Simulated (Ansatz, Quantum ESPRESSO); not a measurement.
**DyAl3 (Pm-3m): zone-centre phonons**

Which modes does DyAl3 (Pm-3m) have at the zone centre?

Calculated with Quantum ESPRESSO 7.5; DFT PBEsol, scalar-relativistic, plane waves, PseudoDojo norm-conserving, 4f in core pseudopotentials.

### 1. The structure

It takes space group Pm-3m (No. 221, cubic). Conventional cell: a = 4.229 Å, b = 4.229 Å, c = 4.229 Å, α = 90.00°, β = 90.00°, γ = 90.00°. Nearest to Dy lie 12 Al at 2.99 Å. Al has 4 Dy at 2.99 Å and 8 Al at 2.99 Å nearest. Farther neighbours are not listed.

### 2. A first look

Before anything dear is run, a loose run with smearing shows whether this is a metal and how far the cell is from rest.

probe.in

```
&CONTROL
  calculation = 'scf'
  prefix      = 'x'
  outdir      = './tmp'
  pseudo_dir  = './pseudo'
  tprnfor     = .true.
  tstress     = .true.
  verbosity   = 'high'
/
&SYSTEM
  ibrav       = 1
  celldm(1)   = 7.99078729
  nat         = 4
  ntyp        = 2
  ecutwfc     = 38.0
  input_dft   = 'pbesol'
  occupations = 'smearing'
  smearing    = 'gaussian'
  degauss     = 0.01
/
&ELECTRONS
  conv_thr         = 1.0d-07
  mixing_beta      = 0.7
  electron_maxstep = 100
/
ATOMIC_SPECIES
 Dy    162.5000  Dy.upf
 Al     26.9815  Al.upf
ATOMIC_POSITIONS crystal
 Dy     0.000000000   0.000000000   0.000000000
 Al     0.000000000   0.500000000   0.500000000
 Al     0.500000000   0.000000000   0.500000000
 Al     0.500000000   0.500000000   0.000000000
K_POINTS automatic
 4 4 4 0 0 0
```

Launch:

```
OMP_NUM_THREADS=1 mpirun -n 4 pw.x -nk 4 -in probe.in > probe.out
```

Output:

```text
[banners, grids, parts of the stress and lines that vanish by symmetry left out]
Program PWSCF v.7.5
     IMPORTANT: XC functional enforced from input :
     Exchange-correlation= PBESOL
                           (   1   4  10   8   0   0   0)
[...]
kinetic-energy cutoff     =      38.0000  Ry
     charge density cutoff     =     152.0000  Ry
     scf convergence threshold =      1.0E-07
[...]
Exchange-correlation= PBESOL
                           (   1   4  10   8   0   0   0)
[...]
48 Sym. Ops., with inversion, found
[...]
(     0          1          0      )
                  (     0          0          1      )
[...]
(  0.0000000  1.0000000  0.0000000 )
                  (  0.0000000  0.0000000  1.0000000 )
[...]
(     0         -1          0      )
[...]
(     1          0          0      )
[...]
( -1.0000000  0.0000000  0.0000000 )
                  (  0.0000000  1.0000000  0.0000000 )
[...]
number of k points=    10  Gaussian smearing, width (Ry)=  0.0100
[...]
End of self-consistent calculation
[...]
the Fermi energy is     9.2871 ev
!    total energy              =    -100.65430471 Ry
[...]
convergence has been achieved in   8 iterations
[...]
atom    1 type  1   force =     0.00000000    0.00000000    0.00000000
     atom    2 type  2   force =     0.00000000    0.00000000    0.00000000
     atom    3 type  2   force =     0.00000000    0.00000000    0.00000000
     atom    4 type  2   force =     0.00000000    0.00000000    0.00000000
[...]
Total force =     0.000000     Total SCF correction =     0.000000
[...]
total   stress  (Ry/bohr**3)                   (kbar)     P=      -12.93
[...]
XML data file, charge density, pseudopotentials, collected wavefunctions

   JOB DONE.
```

The job ended after 1.8 s (4 MPI ranks of Arm Neoverse V2, shared host).

Read from the output:

* volume per atom: 18.90 Å³
* pressure: -1.293 GPa
* gap on the k-mesh: 0 eV

No gap opens on this mesh, so smearing is kept; the start stands at -1.3 GPa.

### 3. Relaxing the cell and atoms

The harmonic expansion starts where the forces on the atoms vanish, and stress shifts the frequencies, so cell and atoms are relaxed with tight thresholds.

relax.in

```
&CONTROL
  calculation   = 'vc-relax'
  prefix        = 'x'
  outdir        = './tmp'
  pseudo_dir    = './pseudo'
  tprnfor       = .true.
  tstress       = .true.
  forc_conv_thr = 2.0d-05
  etot_conv_thr = 1.0d-07
  nstep         = 40
/
&SYSTEM
  ibrav       = 1
  celldm(1)   = 7.99078729
  nat         = 4
  ntyp        = 2
  ecutwfc     = 38.0
  input_dft   = 'pbesol'
  occupations = 'smearing'
  smearing    = 'mv'
  degauss     = 0.02
/
&ELECTRONS
  conv_thr         = 1.0d-11
  mixing_beta      = 0.7
  electron_maxstep = 100
/
&IONS
/
&CELL
  press_conv_thr = 0.1
/
ATOMIC_SPECIES
 Dy    162.5000  Dy.upf
 Al     26.9815  Al.upf
ATOMIC_POSITIONS crystal
 Dy     0.000000000   0.000000000   0.000000000
 Al     0.000000000   0.500000000   0.500000000
 Al     0.500000000   0.000000000   0.500000000
 Al     0.500000000   0.500000000   0.000000000
K_POINTS automatic
 8 8 8 0 0 0
```

Launch:

```
OMP_NUM_THREADS=1 mpirun -n 4 pw.x -nk 4 -in relax.in > relax.out
```

Output:

```text
[banners, grids, parts of the stress and lines that vanish by symmetry left out]
[banner, memory and clock lines left out]
Program PWSCF v.7.5

[...]
Exchange-correlation= PBESOL
                           (   1   4  10   8   0   0   0)
[...]
kinetic-energy cutoff     =      38.0000  Ry
     charge density cutoff     =     152.0000  Ry
     scf convergence threshold =      1.0E-11
[...]
energy convergence thresh.=      1.0E-07
     force convergence thresh. =      2.0E-05
     press convergence thresh. =      1.0E-01
     Exchange-correlation= PBESOL
                           (   1   4  10   8   0   0   0)
[...]
48 Sym. Ops., with inversion, found
[...]
number of k points=    35  Marzari-Vanderbilt smearing, width (Ry)=  0.0200
[...]
End of self-consistent calculation
[...]
the Fermi energy is     9.3119 ev
!    total energy              =    -100.66391579 Ry
[...]
convergence has been achieved in  12 iterations
[...]
atom    1 type  1   force =     0.00000000    0.00000000    0.00000000
     atom    2 type  2   force =     0.00000000    0.00000000    0.00000000
     atom    3 type  2   force =     0.00000000    0.00000000    0.00000000
     atom    4 type  2   force =     0.00000000    0.00000000    0.00000000
     Total force =     0.000000     Total SCF correction =     0.000000
[...]
total   stress  (Ry/bohr**3)                   (kbar)     P=      -18.89
[...]
number of bfgs steps    =   0
[...]
CELL_PARAMETERS (alat=  7.99078729)
[...]
ATOMIC_POSITIONS (crystal)
Dy               0.0000000000        0.0000000000        0.0000000000
Al               0.0000000000        0.5000000000        0.5000000000
Al               0.5000000000        0.0000000000        0.5000000000
Al               0.5000000000        0.5000000000        0.0000000000
[...]
New effective cutoffs (rho, wfc):  152.45   38.24
[...]
End of self-consistent calculation
[...]
the Fermi energy is     9.4194 ev
!    total energy              =    -100.66441185 Ry
[...]
convergence has been achieved in   8 iterations
[...]
atom    1 type  1   force =     0.00000000    0.00000000    0.00000000
     atom    2 type  2   force =     0.00000000    0.00000000    0.00000000
     atom    3 type  2   force =     0.00000000    0.00000000    0.00000000
     atom    4 type  2   force =     0.00000000    0.00000000    0.00000000
     Total force =     0.000000     Total SCF correction =     0.000000
[...]
total   stress  (Ry/bohr**3)                   (kbar)     P=      -10.84
[...]
number of bfgs steps    =   1
[...]
CELL_PARAMETERS (alat=  7.99078729)
[...]
ATOMIC_POSITIONS (crystal)
[...]
New effective cutoffs (rho, wfc):  153.77   38.57
[...]
End of self-consistent calculation
[...]
the Fermi energy is     9.5634 ev
!    total energy              =    -100.66464409 Ry
[...]
convergence has been achieved in   9 iterations
[...]
atom    1 type  1   force =     0.00000000    0.00000000    0.00000000
     atom    2 type  2   force =     0.00000000    0.00000000    0.00000000
     atom    3 type  2   force =     0.00000000    0.00000000    0.00000000
     atom    4 type  2   force =     0.00000000    0.00000000    0.00000000
     Total force =     0.000000     Total SCF correction =     0.000000
[...]
total   stress  (Ry/bohr**3)                   (kbar)     P=        0.38
[...]
number of bfgs steps    =   2
[...]
CELL_PARAMETERS (alat=  7.99078729)
[...]
ATOMIC_POSITIONS (crystal)
[...]
New effective cutoffs (rho, wfc):  153.72   38.56
[...]
End of self-consistent calculation
[...]
the Fermi energy is     9.5585 ev
!    total energy              =    -100.66464437 Ry
[...]
convergence has been achieved in   6 iterations
[...]
atom    1 type  1   force =     0.00000000    0.00000000    0.00000000
     atom    2 type  2   force =     0.00000000    0.00000000    0.00000000
     atom    3 type  2   force =     0.00000000    0.00000000    0.00000000
     atom    4 type  2   force =     0.00000000    0.00000000    0.00000000
     Total force =     0.000000     Total SCF correction =     0.000000
[...]
total   stress  (Ry/bohr**3)                   (kbar)     P=       -0.01
[...]
number of bfgs steps    =   3
[...]
small trust_radius: resetting bfgs history
[...]
CELL_PARAMETERS (alat=  7.99078729)
[...]
ATOMIC_POSITIONS (crystal)
[...]
New effective cutoffs (rho, wfc):  153.72   38.56
[...]
End of self-consistent calculation
[...]
the Fermi energy is     9.5586 ev
!    total energy              =    -100.66464437 Ry
[...]
convergence has been achieved in   3 iterations
[...]
atom    1 type  1   force =     0.00000000    0.00000000    0.00000000
     atom    2 type  2   force =     0.00000000    0.00000000    0.00000000
     atom    3 type  2   force =     0.00000000    0.00000000    0.00000000
     atom    4 type  2   force =     0.00000000    0.00000000    0.00000000
     Total force =     0.000000     Total SCF correction =     0.000000
[...]
total   stress  (Ry/bohr**3)                   (kbar)     P=       -0.00
[...]
bfgs converged in   5 scf cycles and   4 bfgs steps
[...]
End of BFGS Geometry Optimization
     Final enthalpy           =    -100.6646443677 Ry
     File ./tmp/x.bfgs deleted, as requested
[...]
CELL_PARAMETERS (alat=  7.99078729)
[...]
ATOMIC_POSITIONS (crystal)
[...]
Al               0.5000000000        0.0000000000        0.5000000000
Al               0.5000000000        0.5000000000        0.0000000000
[...]
Final scf calculation at the relaxed structure.
[...]
kinetic-energy cutoff     =      38.0000  Ry
     charge density cutoff     =     152.0000  Ry
     scf convergence threshold =      1.0E-13
[...]
press convergence thresh. =      1.0E-01
     Exchange-correlation= PBESOL
                           (   1   4  10   8   0   0   0)
[...]
48 Sym. Ops., with inversion, found
[...]
number of k points=    35  Marzari-Vanderbilt smearing, width (Ry)=  0.0200
[...]
c_bands:  1 eigenvalues not converged
     c_bands:  1 eigenvalues not converged
     c_bands:  1 eigenvalues not converged
     c_bands:  2 eigenvalues not converged
[...]
End of self-consistent calculation
[...]
the Fermi energy is     9.5586 ev
!    total energy              =    -100.66413040 Ry
[...]
convergence has been achieved in  16 iterations
[...]
atom    1 type  1   force =     0.00000000    0.00000000    0.00000000
     atom    2 type  2   force =     0.00000000    0.00000000    0.00000000
     atom    3 type  2   force =     0.00000000    0.00000000    0.00000000
     atom    4 type  2   force =     0.00000000    0.00000000    0.00000000
     Total force =     0.000000     Total SCF correction =     0.000000
[...]
total   stress  (Ry/bohr**3)                   (kbar)     P=       -1.02
[...]
XML data file, charge density, pseudopotentials, collected wavefunctions
```

It took 18 s on 4 MPI ranks.

Relaxation path:

```tsv
step	energy less that of the first step (eV)	largest force (eV/Å)	pressure (GPa)	volume (Å³)
1	0.0000	0.0000	-1.89	75.61
2	-0.0067	0.0000	-1.08	74.88
3	-0.0099	0.0000	0.04	73.93
4	-0.0099	0.0000	0.00	73.96
5	-0.0099	0.0000	0.00	73.96
6	-0.0029	0.0000	-0.10	73.96
```

```tsv
conventional cell, symmetrised	before	after	change
a (Å)	4.229	4.198	-0.7 %
b (Å)	4.229	4.198	-0.7 %
c (Å)	4.229	4.198	-0.7 %
volume (Å³/atom)	18.90	18.49	-2.2 %
```

Final coordinates:

```xyz
4
Lattice="4.1975 0.0000 0.0000 0.0000 4.1975 0.0000 0.0000 0.0000 4.1975" Properties=species:S:1:pos:R:3 pbc="T T T"
Dy    0.0000    0.0000    0.0000
Al    0.0000    2.0988    2.0988
Al    2.0988    0.0000    2.0988
Al    2.0988    2.0988    0.0000
```

The last row of the table of steps is pw.x's closing run on a basis chosen anew for the final cell, so its energy can jump.

Numbers from this step:

- volume per atom: 18.49 Å³
- pressure: -0.1020 GPa

The volume changes by -2.2 % from the cell with which this run began.

### 4. Ground state

The response is built on this ground state, so it is converged far tighter than an energy would need. Smearing stays on, as the first look found no gap above 0.3 eV.

scf.in

```
&CONTROL
  calculation = 'scf'
  prefix      = 'x'
  outdir      = './tmp'
  pseudo_dir  = './pseudo'
  tprnfor     = .true.
  tstress     = .true.
/
&SYSTEM
  ibrav       = 1
  celldm(1)   = 7.93220722
  nat         = 4
  ntyp        = 2
  ecutwfc     = 38.0
  input_dft   = 'pbesol'
  occupations = 'smearing'
  smearing    = 'mv'
  degauss     = 0.02
/
&ELECTRONS
  conv_thr         = 1.0d-12
  mixing_beta      = 0.7
  electron_maxstep = 100
/
ATOMIC_SPECIES
 Dy    162.5000  Dy.upf
 Al     26.9815  Al.upf
ATOMIC_POSITIONS crystal
 Dy     0.000000000   0.000000000   0.000000000
 Al     0.000000000   0.500000000   0.500000000
 Al     0.500000000   0.000000000   0.500000000
 Al     0.500000000   0.500000000   0.000000000
K_POINTS automatic
 8 8 8 0 0 0
```

Launch:

```
OMP_NUM_THREADS=1 mpirun -n 4 pw.x -nk 4 -in scf.in > scf.out
```

Output:

```text
[banners, grids, parts of the stress and lines that vanish by symmetry left out]
[banner, memory and clock lines left out]
Program PWSCF v.7.5

[...]
Exchange-correlation= PBESOL
                           (   1   4  10   8   0   0   0)
[...]
kinetic-energy cutoff     =      38.0000  Ry
     charge density cutoff     =     152.0000  Ry
     scf convergence threshold =      1.0E-12
[...]
Exchange-correlation= PBESOL
                           (   1   4  10   8   0   0   0)
[...]
48 Sym. Ops., with inversion, found
[...]
number of k points=    35  Marzari-Vanderbilt smearing, width (Ry)=  0.0200
[...]
End of self-consistent calculation
[...]
the Fermi energy is     9.5586 ev
!    total energy              =    -100.66413040 Ry
[...]
convergence has been achieved in  13 iterations
[...]
atom    1 type  1   force =     0.00000000    0.00000000    0.00000000
     atom    2 type  2   force =     0.00000000    0.00000000    0.00000000
     atom    3 type  2   force =     0.00000000    0.00000000    0.00000000
     atom    4 type  2   force =     0.00000000    0.00000000    0.00000000
     Total force =     0.000000     Total SCF correction =     0.000000
[...]
total   stress  (Ry/bohr**3)                   (kbar)     P=       -1.02
[...]
XML data file, charge density, pseudopotentials, collected wavefunctions
```

Run time: 4.7 s. Hardware: 4 MPI ranks; 19 s of CPU time.

The cell stands at -0.10 GPa, close enough for phonons.

[end of part 1 of 3]

[Host names and launcher messages were left out of these logs when they were recorded.]

[Logs are printed without paths, hosts, clocks, repeated set-up lines and the standing remarks that a program may print on its own settings, such as how far it seeks lower states.]

[Hosts, paths, dates, database ids (printed as entryN), source tags and the programs' standing remarks are cut or masked in the printed files.]
